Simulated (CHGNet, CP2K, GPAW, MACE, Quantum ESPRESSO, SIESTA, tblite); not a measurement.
## Finding the fault: SIESTA, random packing of Si57C22H21 (at. %) (99 atoms)

Program: SIESTA 5.4.2, a calculation on a cell of 56 Si, 22 C and 21 H, 14.2 Å³ an atom.

Input file input.fdf:

```
SystemLabel cell
NumberOfAtoms 101
NumberOfSpecies 3
%block ChemicalSpeciesLabel
  1 14 Si
  2 6 C
  3 1 H
%endblock ChemicalSpeciesLabel
LatticeConstant 1.0 Ang
%block LatticeVectors
  11.20040 0.00000 0.00000
  0.00000 11.20040 0.00000
  0.00000 0.00000 11.20040
%endblock LatticeVectors
PAO.BasisSize DZP
PAO.EnergyShift 0.01 Ry
XC.Functional GGA
XC.Authors PBE
MeshCutoff 300 Ry
%block kgrid_Monkhorst_Pack
  1 0 0 0.0
  0 1 0 0.0
  0 0 1 0.0
%endblock kgrid_Monkhorst_Pack
SolutionMethod diagon
OccupationFunction FD
ElectronicTemperature 580 K
SCF.Mixer.Method Pulay
SCF.Mixer.Weight 0.05
SCF.Mixer.History 8
SCF.Mix Hamiltonian
MaxSCFIterations 60
SCF.DM.Tolerance 1e-04
SCF.H.Tolerance 1.0e-3 eV
WriteForces T
Write.HirshfeldPop T
Write.VoronoiPop T
Write.DM F
Write.H F
XML.Write F
AtomicCoordinatesFormat Fractional
%block AtomicCoordinatesAndAtomicSpecies
  0.64487 0.40747 0.32204 1
  0.28606 0.97094 0.51612 1
  0.97981 0.14068 0.33709 1
  0.44713 0.69681 0.35753 1
  0.65801 0.11573 0.91203 1
  0.93967 0.87513 0.56246 1
  0.29099 0.63527 0.62965 1
  0.45931 0.61890 0.69697 1
  0.40261 0.08193 0.01085 1
  0.97415 0.69585 0.93307 1
[... 85 atom lines left out ...]
  0.86833 0.78151 0.26400 3
  0.75502 0.63309 0.28527 3
  0.72395 0.27994 0.06610 3
  0.99313 0.70756 0.48851 3
%endblock AtomicCoordinatesAndAtomicSpecies
```

Launch:

```sh
$ OMP_NUM_THREADS=1 mpirun -np 2 siesta < input.fdf > output.txt
```

Output:

```text
Version         : 5.4.2
reinit: System Name:
reinit: System Label: cell
initatom: Reading input for the pseudopotentials and atomic orbitals ----------
Species number:   1 Atomic number:   14 Label: Si
Species number:   2 Atomic number:    6 Label: C
Species number:   3 Atomic number:    1 Label: H
Ground state valence configuration (from tables):   3s02  3p02  3d00  4f00
Ground state valence configuration (from tables):   2s02  2p02  3d00  4f00
Ground state valence configuration (from tables):   1s01  2p00  3d00  4f00
---- Processing specs for species: Si
GGA--PBE XC_GGA_X_PBE--XC_GGA_C_PBE pb
---- Processing specs for species: C
GGA--PBE XC_GGA_X_PBE--XC_GGA_C_PBE pb
---- Processing specs for species: H
GGA--PBE XC_GGA_X_PBE--XC_GGA_C_PBE pb
Si pseudopotential only contains V_ls up to l=2 -- lmxkb reset.
C pseudopotential only contains V_ls up to l=1 -- lmxkb reset.
H pseudopotential only contains V_ls up to l=1 -- lmxkb reset.
Using PAO.SplitTailNorm
%block ChemicalSpeciesLabel
    1   14 Si                      # Species index, atomic number, species label
    2    6 C                       # Species index, atomic number, species label
    3    1 H                       # Species index, atomic number, species label
%endblock ChemicalSpeciesLabel
%block PAO.Basis                 # Define Basis set
Si                    2                    # Species label, number of l-shells
 n=3   0   2                         # n, l, Nzeta
   5.392      3.847
   1.000      1.000
 n=3   1   2 P   1                   # n, l, Nzeta, Polarization, NzetaPol
   6.844      4.952
[...]
C                     2                    # Species label, number of l-shells
 n=2   0   2                         # n, l, Nzeta
[...]
n=2   1   2 P   1                   # n, l, Nzeta, Polarization, NzetaPol
[...]
H                     1                    # Species label, number of l-shells
 n=1   0   2 P   1                   # n, l, Nzeta, Polarization, NzetaPol
   5.233      3.529
   1.000      1.000
%endblock PAO.Basis
coor:   Atomic-coordinates input format  =     Fractional
coor: ERROR in AtomicCoordinatesAndAtomicSpecies block
coor: ERROR in AtomicCoordinatesAndAtomicSpecies block
Stopping Program from Node:    1
Stopping Program from Node:    1
coor: ERROR in AtomicCoordinatesAndAtomicSpecies block
coor: ERROR in AtomicCoordinatesAndAtomicSpecies block
Stopping Program from Node:    0
Stopping Program from Node:    0
```

Run time: 0.79 s. Hardware: 2 MPI ranks of Arm Neoverse V1, shared host; peak memory 0.16 GiB.

Banners, paths, timers and routine set-up lines are dropped from the logs unmarked, and long logs keep their key lines alone; longer cuts are marked.

Q: Find the fault and mend it.

A wrong count of atoms: NumberOfAtoms 99 written as NumberOfAtoms 101. Mend: write NumberOfAtoms 99 in place of NumberOfAtoms 101.

The program stopped at the start.

[Also dropped from logs without a mark: logging warnings of Python, and SIESTA's first energy breakdown and zero terms.]

[Logs are printed without paths, hosts, clocks, repeated set-up lines and the standing remarks that a program may print on its own settings, such as how far it seeks lower states.]

[Hosts, paths, dates, database ids (printed as entryN), source tags and the programs' standing remarks are cut or masked in the printed files.]
